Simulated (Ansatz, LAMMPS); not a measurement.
## Molecular dynamics of a frame of liquid SiO1.8 from 3800 K, run at 600 K (140 atoms)

Wanted: a short trajectory of a frame of liquid SiO1.8 from 3800 K, run at 600 K (140 atoms) with its pair distributions.

Main program and level: Ansatz 0.2.0; Kohn-Sham DFT, PBE, PAW (set soft_2), plane waves.

### Step 1. Starting point

The cell holds 140 atoms: 50 Si and 90 O. Its edges and angles: a = 13.095 Å, b = 13.095 Å, c = 13.095 Å, α = 90.0°, β = 90.0°, γ = 90.0°. 140 atoms (50 Si, 90 O) placed at random at 2.1 g/cm³, melted at 5000 K for 10 ps at fixed volume with the Tersoff Si-O potential (Munetoh et al., Comput. Mater. Sci. 39, 334 (2007)). Snapshot at the end of a hold of 5 ps at 3800 K and fixed volume.

Limits known from the start: The network of bonds at the start is that of the classical potential that made the cell. The cell was made at 3800 K but the dynamics is set to 600 K: the trajectory isn't one at 3800 K. Sampling is at Γ alone, for a cell whose shortest periodic width is 13 Å.

### Step 2. Single point at the start

The forces at the start show how far the geometry lies from a minimum of this functional.

input.yaml

```yaml
crystal:
  lattice:
    - [13.0955, 0.0, 0.0]
    - [0.0, 13.0955, 0.0]
    - [0.0, 0.0, 13.0955]
  atoms:
    - { symbol: Si, position: [0.98744, 0.80258, 0.67074] }
    - { symbol: Si, position: [0.15543, 0.83833, 0.91277] }
    - { symbol: Si, position: [0.48817, 0.35032, 0.30228] }
    - { symbol: Si, position: [0.10976, 0.32982, 0.51658] }
    [... 130 atom lines left out ...]
    - { symbol: O, position: [0.97696, 0.7377, 0.55841] }
    - { symbol: O, position: [0.54679, 0.84141, 0.784] }
    - { symbol: O, position: [0.77689, 0.02788, 0.69118] }
    - { symbol: O, position: [0.84063, 0.06447, 0.51476] }
    - { symbol: O, position: [0.97751, 0.69003, 0.72997] }
    - { symbol: O, position: [0.54541, 0.99989, 0.96388] }
kpoints:
  mp_grid: { grid: [1, 1, 1] }
hamiltonian:
  xc: pbe
scf:
  occupations: { method: fermi_dirac, width: 0.05 }
output:
  forces: true
```

Started as:

```
ansatz run input.yaml --threads 4 --pin off --max-ram 8192MiB --backend cpu --events-out ev --progress --plain --runs-dir out
```

It took 43 s on 4 threads of Arm Neoverse V2, shared host; peak memory 3 GiB; 2.8 min of CPU time.

Numbers from this run:

```yaml
free_energy: -82862.0357 eV
free_energy_per_atom: -591.8717 eV/atom
scf_cycles: 21
r_m_s_force_component: 2.599 eV/Å
longest_force: 15.98 eV/Å
fermi_energy: 4.096 eV
```

The r.m.s. force component of 2.6 eV/Å sets the starting point.

Neighbours are counted within 2.16 Å (O-Si).

Length of the force by element and coordination:

| element | coordination | atoms | mean length of the force (eV/Å) | spread | least | most |
| --- | --- | --- | --- | --- | --- | --- |
| O | all | 90 | 3.72 | 2.46 | 0.640 | 16.0 |
| O | 1 | 1 | 2.69 | 0 | 2.69 | 2.69 |
| O | 2 | 83 | 3.77 | 2.51 | 0.640 | 16.0 |
| O | 3 | 6 | 3.20 | 1.66 | 1.36 | 5.75 |
| Si | all | 50 | 4.04 | 2.16 | 1.42 | 11.1 |
| Si | 3 | 20 | 3.71 | 2.26 | 1.42 | 9.56 |
| Si | 4 | 25 | 4.42 | 2.16 | 1.61 | 11.1 |
| Si | 5 | 5 | 3.48 | 1.17 | 2.04 | 5.46 |

### Step 3. Dynamics started at 600 K

A Langevin thermostat couples each atom to a heat bath, at the price of damped dynamics. The time step is 1.0 fs.

input.yaml, as its differences from that of step 2:

```diff
@@ -15 +15,8 @@
   forces: true
+md:
+  timestep: 1.0
+  n_steps: 70
+  ensemble: nvt_langevin
+  temperature: 600
+  initial_velocities: maxwell_boltzmann
+  seed: 132
```

The job ended after 37 min (4 threads; peak memory 3.3 GiB).

The program notes that it switched symmetry off.

Rows from the run:

| time (fs) | T (K) | potential (meV/atom) |
| --- | --- | --- |
| 0.0 | 596 | 0.0 |
| 5.0 | 1177 | -79.7 |
| 9.0 | 1924 | -179.7 |
| 14.0 | 2158 | -230.4 |
| 19.0 | 2410 | -282.8 |
| 23.0 | 2513 | -312.2 |
| 28.0 | 2321 | -310.7 |
| 33.0 | 2096 | -295.4 |
| 37.0 | 1955 | -291.6 |
| 42.0 | 1948 | -301.2 |
| 47.0 | 2023 | -322.8 |
| 51.0 | 2050 | -336.6 |
| 56.0 | 1950 | -347.9 |
| 61.0 | 1852 | -353.5 |
| 65.0 | 1853 | -363.5 |
| 70.0 | 1896 | -382.8 |

Mean square displacement from the first frame to the last: Si 0.27 Å², O 0.41 Å².

Mean square displacement against time lag:

| time lag (fs) | O (Å²) | Si (Å²) |
| --- | --- | --- |
| 1.0 | 3.1e-4 | 1.7e-4 |
| 2.0 | 0.00122 | 7.0e-4 |
| 3.0 | 0.00275 | 0.00158 |
| 5.0 | 0.00761 | 0.00437 |
| 8.0 | 0.0191 | 0.0111 |
| 9.0 | 0.0240 | 0.0139 |
| 10.0 | 0.0292 | 0.0170 |
| 12.0 | 0.0410 | 0.0241 |
| 13.0 | 0.0474 | 0.0280 |
| 15.0 | 0.0610 | 0.0364 |
| 16.0 | 0.0681 | 0.0409 |
| 19.0 | 0.0906 | 0.0553 |
| 20.0 | 0.0984 | 0.0603 |
| 22.0 | 0.114 | 0.0706 |
| 23.0 | 0.122 | 0.0758 |
| 25.0 | 0.138 | 0.0864 |
| 26.0 | 0.146 | 0.0917 |
| 27.0 | 0.154 | 0.0970 |
| 30.0 | 0.177 | 0.113 |
| 32.0 | 0.193 | 0.124 |
| 33.0 | 0.201 | 0.129 |
| 35.0 | 0.216 | 0.139 |

Over the second half of 70 fs the temperature averages 1944 K with swings of 72 K r.m.s. From first frame to last O has the largest mean square displacement, 0.41 Å² at the end; the farthest move is 1.35 Å. The mean temperature of 1944 K lies well off the 600 K of the input, so the thermostat hasn't yet brought the run to equilibrium. The count of bonds goes from 185 in the first frame to 174 in the last, by one set of cutoffs: 13 pairs passed out of them and 2 came within. The run spans 0.07 ps, too short for its means to be equilibrium values.

### Step 4. Local order late in the run

The g(r) is a mean over the second half; what follows it is taken at the last frame.

Bonds before and after, by the cutoffs listed below:

| pair | bonds before | bonds after | mean before (Å) | mean after (Å) | spread before (Å) | spread after (Å) |
| --- | --- | --- | --- | --- | --- | --- |
| O-Si | 185 | 173 | 1.715 | 1.701 | 0.116 | 0.113 |

Density 2.10 g/cm³, 16.04 Å³ an atom.

Mean of 13 frames. g(r), total and by pair (bins of 0.1 Å):

| r (Å) | total | O-O | O-Si | Si-Si |
| --- | --- | --- | --- | --- |
| 1.35 | 0.00 | 0.00 | 0.00 | 0.00 |
| 1.45 | 0.17 | 0.00 | 0.37 | 0.00 |
| 1.55 | 1.93 | 0.00 | 4.21 | 0.00 |
| 1.65 | 4.15 | 0.00 | 9.04 | 0.00 |
| 1.75 | 2.83 | 0.00 | 6.17 | 0.00 |
| 1.85 | 0.95 | 0.00 | 2.08 | 0.00 |
| 1.95 | 0.46 | 0.00 | 0.99 | 0.00 |
| 2.05 | 0.24 | 0.00 | 0.53 | 0.00 |
| 2.15 | 0.21 | 0.01 | 0.45 | 0.00 |
| 2.25 | 0.30 | 0.29 | 0.38 | 0.06 |
| 2.35 | 0.58 | 0.99 | 0.33 | 0.16 |
| 2.45 | 0.67 | 1.40 | 0.15 | 0.13 |
| 2.55 | 0.95 | 2.11 | 0.08 | 0.34 |
| 2.65 | 1.10 | 2.49 | 0.08 | 0.25 |
| 2.75 | 1.15 | 2.45 | 0.13 | 0.62 |
| 2.85 | 1.03 | 2.06 | 0.17 | 0.77 |
| 2.95 | 0.99 | 1.89 | 0.22 | 0.86 |
| 3.05 | 0.99 | 1.28 | 0.54 | 1.67 |
| 3.15 | 0.99 | 0.95 | 0.49 | 2.96 |
| 3.25 | 0.93 | 0.69 | 0.71 | 2.46 |
| 3.35 | 0.94 | 0.75 | 0.79 | 2.13 |
| 3.45 | 0.86 | 0.59 | 0.94 | 1.40 |
| 3.55 | 0.93 | 0.69 | 1.13 | 0.95 |
| 3.65 | 0.98 | 0.66 | 1.35 | 0.71 |
| 3.75 | 1.03 | 0.77 | 1.31 | 0.84 |
| 3.85 | 0.99 | 0.79 | 1.29 | 0.60 |
| 3.95 | 0.96 | 0.64 | 1.38 | 0.49 |
| 4.05 | 1.11 | 0.82 | 1.53 | 0.56 |
| 4.15 | 1.14 | 0.78 | 1.54 | 0.90 |
| 4.25 | 1.08 | 0.82 | 1.38 | 0.88 |
| 4.35 | 1.10 | 0.96 | 1.24 | 1.05 |
| 4.45 | 1.07 | 1.04 | 1.12 | 0.99 |
| 4.55 | 1.04 | 0.91 | 1.16 | 0.99 |
| 4.65 | 0.97 | 0.94 | 1.00 | 0.92 |
| 4.75 | 0.99 | 1.07 | 0.87 | 1.17 |
| 4.85 | 0.97 | 1.18 | 0.79 | 0.97 |
| 4.95 | 1.00 | 1.20 | 0.77 | 1.20 |
| 5.05 | 1.03 | 1.22 | 0.89 | 0.87 |
| 5.15 | 1.03 | 1.25 | 0.81 | 1.08 |
| 5.25 | 0.97 | 1.20 | 0.78 | 0.91 |
| 5.35 | 1.02 | 1.20 | 0.85 | 1.03 |
| 5.45 | 0.99 | 1.08 | 0.90 | 0.98 |
| 5.55 | 1.01 | 1.04 | 0.91 | 1.27 |
| 5.65 | 1.03 | 1.00 | 1.01 | 1.23 |

Bonds by pair of elements; cutoffs follow the first minimum of g(r), held within bounds set by covalent radii, and pairs that aren't listed don't count as bonded:

| pair A-B | cutoff (Å) | bonds | mean length (Å) | spread (Å) | shortest (Å) | B about A | A about B |
| --- | --- | --- | --- | --- | --- | --- | --- |
| O-Si | 2.16 | 173 | 1.70 | 0.113 | 1.47 | 1.92 | 3.46 |
| Si-Si | 2.51 | 1 | 2.48 | 0 | 2.48 | 0.04 | 0.04 |

How many atoms have how many bonded neighbours:

| element | mean | 1 | 2 | 3 | 4 | 5 |
| --- | --- | --- | --- | --- | --- | --- |
| O | 1.92 | 7 | 83 | 0 | 0 | 0 |
| Si | 3.5 | 1 | 4 | 16 | 27 | 2 |

Bond angles (no mean is given where the spread exceeds 20°):

| angle | count | mean (°) | spread (°) |
| --- | --- | --- | --- |
| O-Si-O | 229 | 110 | 14.9 |
| Si-O-Si | 83 | 143 | 17.3 |
| O-Si-Si | 5 | - | - |

Oxygen atoms by the number of network formers (Si, P, Ge, B, Al, As, Ga) bound to them:

| network formers bound to O | O atoms | per cent |
| --- | --- | --- |
| 0 | 0 | 0 |
| 1 | 7 | 7.8 |
| 2 | 83 | 92.2 |

Network units: each former by its oxygen neighbours and how many of them bridge to another former:

| former | O neighbours | bridging O | atoms |
| --- | --- | --- | --- |
| Si | 1 | 1 | 1 |
| Si | 2 | 2 | 5 |
| Si | 3 | 2 | 5 |
| Si | 3 | 3 | 11 |
| Si | 4 | 3 | 2 |
| Si | 4 | 4 | 24 |
| Si | 5 | 5 | 2 |

Bond length by coordination (bonds to H left out):

| element | coordination | atoms | mean bond length (Å) |
| --- | --- | --- | --- |
| O | 1 | 7 | 1.59 |
| O | 2 | 83 | 1.71 |
| Si | 1 | 1 | 1.71 |
| Si | 2 | 4 | 1.79 |
| Si | 3 | 16 | 1.68 |
| Si | 4 | 27 | 1.71 |
| Si | 5 | 2 | 1.80 |

Rings of the network by King's shortest-path rule, up to 12 atoms, one path for each pair of neighbours; H, halogens, alkali and alkaline-earth atoms are left out, and the last column divides by all other atoms, bonded or not:

| ring size (atoms) | rings | per network atom |
| --- | --- | --- |
| 6 | 2 | 0.014 |
| 8 | 6 | 0.043 |
| 10 | 10 | 0.071 |
| 11 | 2 | 0.014 |
| 12 | 4 | 0.029 |

For some of the pairs, g(r) has its first main peak near 2.7 Å (O-O), 1.7 Å (O-Si) and 3.2 Å (Si-Si). Counting bonds as in the table, 92 % of O atoms have 2 and 54 % of Si atoms have 4 bonded neighbours. The O-Si-O angle averages 110° with a spread of 15°. 92 % of the oxygens bridge two formers (Si) and 8 % are non-bridging. The commonest Si unit has 4 oxygens, 4 of them shared with other formers (24 of 50 atoms). Bonds at O atoms with 1 neighbour average 1.59 Å, against 1.71 Å at those with 2. Rings of 10 atoms are the most common (42 % of those counted); sizes run from 6 to 12, where the search stops.

### Step 5. Single point at the last frame

The last frame is solved once more, with the analyses that the dynamics left out.

input.yaml

```yaml
crystal:
  lattice:
    - [13.0955, 0.0, 0.0]
    - [0.0, 13.0955, 0.0]
    - [0.0, 0.0, 13.0955]
  atoms:
    - { symbol: Si, position: [0.94546, 0.78223, 0.70222] }
    - { symbol: Si, position: [0.12665, 0.83755, 0.86612] }
    - { symbol: Si, position: [0.48447, 0.33519, 0.31553] }
    - { symbol: Si, position: [0.12146, 0.36915, 0.53099] }
    [... 130 atom lines left out ...]
    - { symbol: O, position: [0.90387, 0.75925, 0.58036] }
    - { symbol: O, position: [0.53784, 0.83268, 0.81438] }
    - { symbol: O, position: [0.78344, 0.01115, 0.70294] }
    - { symbol: O, position: [0.86398, 0.06648, 0.5355] }
    - { symbol: O, position: [0.9652, 0.64692, 0.7436] }
    - { symbol: O, position: [0.56047, 0.98109, 0.97553] }
kpoints:
  mp_grid: { grid: [1, 1, 1] }
hamiltonian:
  xc: pbe
scf:
  occupations: { method: fermi_dirac, width: 0.05 }
output:
  forces: true
  stress: true
  populations: true
  dos:
    method: { smearing: { sigma: 0.15 } }
    de: 0.1
    projected: { site_lists: { O: [O], Si: [Si] } }
  eigenvalues: true
  write_density: true
  write_potential: true
  volumetric_format: npy
  elf: true
```

Run time: 76 s. Hardware: 4 threads; peak memory 3 GiB; 4.9 min of CPU time.

The program notes that the exchange-correlation potential is rough where the density is thin.

Read from the output:

* free energy: -82915.6232 eV
* free energy per atom: -592.2545 eV/atom
* SCF cycles: 22
* pressure: -6.016 GPa
* r.m.s. force component: 1.693 eV/Å
* longest force: 6.798 eV/Å
* Fermi energy: 3.658 eV
* levels partly filled by over 2 per cent: 2
* spilling of the projection: 0.01349

Neighbours are counted within 2.16 Å (O-Si), 2.51 Å (Si-Si), the cutoffs taken from the dynamics.

Length of the force by element and coordination:

| element | coordination | atoms | mean length of the force (eV/Å) | spread | least | most |
| --- | --- | --- | --- | --- | --- | --- |
| O | all | 90 | 2.38 | 1.08 | 0.703 | 5.93 |
| O | 1 | 7 | 2.38 | 1.28 | 0.834 | 4.71 |
| O | 2 | 83 | 2.38 | 1.06 | 0.703 | 5.93 |
| Si | all | 50 | 3.17 | 1.33 | 0.799 | 6.80 |
| Si | 1 | 1 | 1.82 | 0 | 1.82 | 1.82 |
| Si | 2 | 4 | 3.09 | 0.813 | 1.73 | 3.85 |
| Si | 3 | 16 | 3.53 | 1.29 | 1.71 | 6.80 |
| Si | 4 | 27 | 3.11 | 1.36 | 0.799 | 5.73 |
| Si | 5 | 2 | 1.84 | 0.678 | 1.16 | 2.51 |

Löwdin charges by element and coordination (they lack the spilled electrons, 0.071 e an atom on average):

| element | coordination | atoms | mean charge (e) | spread | least | most |
| --- | --- | --- | --- | --- | --- | --- |
| O | all | 90 | -0.744 | 0.0253 | -0.808 | -0.652 |
| O | 1 | 7 | -0.745 | 0.045 | -0.808 | -0.652 |
| O | 2 | 83 | -0.744 | 0.0229 | -0.791 | -0.685 |
| Si | all | 50 | 1.54 | 0.254 | 0.896 | 1.79 |
| Si | 1 | 1 | 0.896 | 0 | 0.896 | 0.896 |
| Si | 2 | 4 | 0.971 | 0.0395 | 0.921 | 1.02 |
| Si | 3 | 16 | 1.47 | 0.203 | 0.967 | 1.72 |
| Si | 4 | 27 | 1.68 | 0.0943 | 1.36 | 1.79 |
| Si | 5 | 2 | 1.68 | 0.0352 | 1.64 | 1.71 |

States in the cell by windows of 1 eV, zero at the Fermi level; the larger projections on atomic orbitals stand beside the total:

| from (eV) | to (eV) | total | O p | Si p | Si s | O s |
| --- | --- | --- | --- | --- | --- | --- |
| -18 | -17 | 8.4 | 0.2 | 1.1 | 0.4 | 6.7 |
| -17 | -16 | 0.1 | 0.0 | 0.0 | 0.0 | 0.1 |
| -16 | -13 | 0.0 | 0.0 | 0.0 | 0.0 | 0.0 |
| -13 | -12 | 0.1 | 0.1 | 0.0 | 0.0 | 0.0 |
| -12 | -11 | 19.2 | 12.3 | 0.8 | 5.3 | 0.6 |
| -11 | -10 | 21.3 | 13.9 | 1.5 | 4.8 | 0.9 |
| -10 | -9 | 30.0 | 20.2 | 3.4 | 5.0 | 1.1 |
| -9 | -8 | 33.5 | 24.1 | 5.2 | 3.0 | 0.8 |
| -8 | -7 | 52.4 | 38.6 | 10.4 | 1.6 | 1.1 |
| -7 | -6 | 50.6 | 39.0 | 8.0 | 1.3 | 1.6 |
| -6 | -5 | 80.1 | 67.4 | 7.6 | 1.2 | 2.3 |
| -5 | -4 | 93.2 | 83.3 | 5.2 | 1.0 | 1.9 |
| -4 | -3 | 84.4 | 77.0 | 3.7 | 1.0 | 1.2 |
| -3 | -2 | 60.9 | 55.2 | 2.9 | 1.2 | 0.7 |
| -2 | -1 | 26.1 | 21.6 | 1.9 | 1.9 | 0.3 |
| -1 | 0 | 7.5 | 2.2 | 1.8 | 2.9 | 0.4 |
| 0 | 1 | 9.7 | 2.0 | 2.9 | 3.6 | 0.8 |
| 1 | 2 | 15.8 | 2.9 | 6.7 | 3.9 | 1.2 |
| 2 | 3 | 24.3 | 4.3 | 10.4 | 5.9 | 2.2 |
| 3 | 4 | 36.8 | 6.5 | 18.1 | 6.4 | 2.9 |
| 4 | 5 | 39.0 | 6.2 | 19.2 | 5.7 | 3.1 |

Between -23 and -18 eV lie 172 more states.

The levels nearest the highest filled one (over half full), pooled over k-points and spins:

| level less the highest filled one (eV) | occupation |
| --- | --- |
| -1.23 | 2 |
| -1.17 | 2 |
| -0.664 | 2 |
| -0.263 | 2.00 |
| -0.188 | 1.99 |
| 0 | 1.63 |
| 0.146 | 0.382 |
| 0.599 | 0 |
| 0.728 | 0 |
| 0.847 | 0 |
| 1.06 | 0 |
| 1.12 | 0 |

Mean Löwdin charges: O -0.74, Si +1.54 e (they miss 1.3 % of the electrons, so they add up to more than the cell's charge). Within 0.4 eV of the Fermi level the largest share is Si s (42 % of the projected weight).

### Step 6. What came out

| Property | Result |
| --- | --- |
| mean temperature, second half | 1944 K |
| temperature swing, second half | 71.52 K |
| free energy per atom | -592.2545 eV/atom |
| pressure | -6.016 GPa |
| r.m.s. force component | 1.693 eV/Å |
| wall time of the 3 DFT runs | 39 min |

In words: Over the second half of 70 fs the temperature averages 1944 K with swings of 72 K r.m.s. The mean temperature of 1944 K lies well off the 600 K of the input, so the thermostat hasn't yet brought the run to equilibrium. The count of bonds goes from 185 in the first frame to 174 in the last, by one set of cutoffs: 13 pairs passed out of them and 2 came within. The run spans 0.07 ps, too short for its means to be equilibrium values. Counting bonds as in the table, 92 % of O atoms have 2 and 54 % of Si atoms have 4 bonded neighbours. 92 % of the oxygens bridge two formers (Si) and 8 % are non-bridging.

2 levels are partly filled by over 2 % (at Γ alone), and the list of levels jumps by 0.51 eV between -1.17 and -0.66 eV: the Fermi level sits among few, sparse states, as at a band edge, among defect levels or in a metal whose levels bunch into shells on a coarse mesh.

Caveats: The network of bonds at the start is that of the classical potential that made the cell; in DFT 13 of its 185 bonded pairs passed out of the cutoffs and 2 came within them. The pressure of -6.0 GPa is that of one thermal frame at a volume set beforehand, without the kinetic term.

[Logs are printed without paths, hosts, clocks, repeated set-up lines and the standing remarks that a program may print on its own settings, such as how far it seeks lower states.]

[Hosts, paths, dates, database ids (printed as entryN), source tags and the programs' standing remarks are cut or masked in the printed files.]
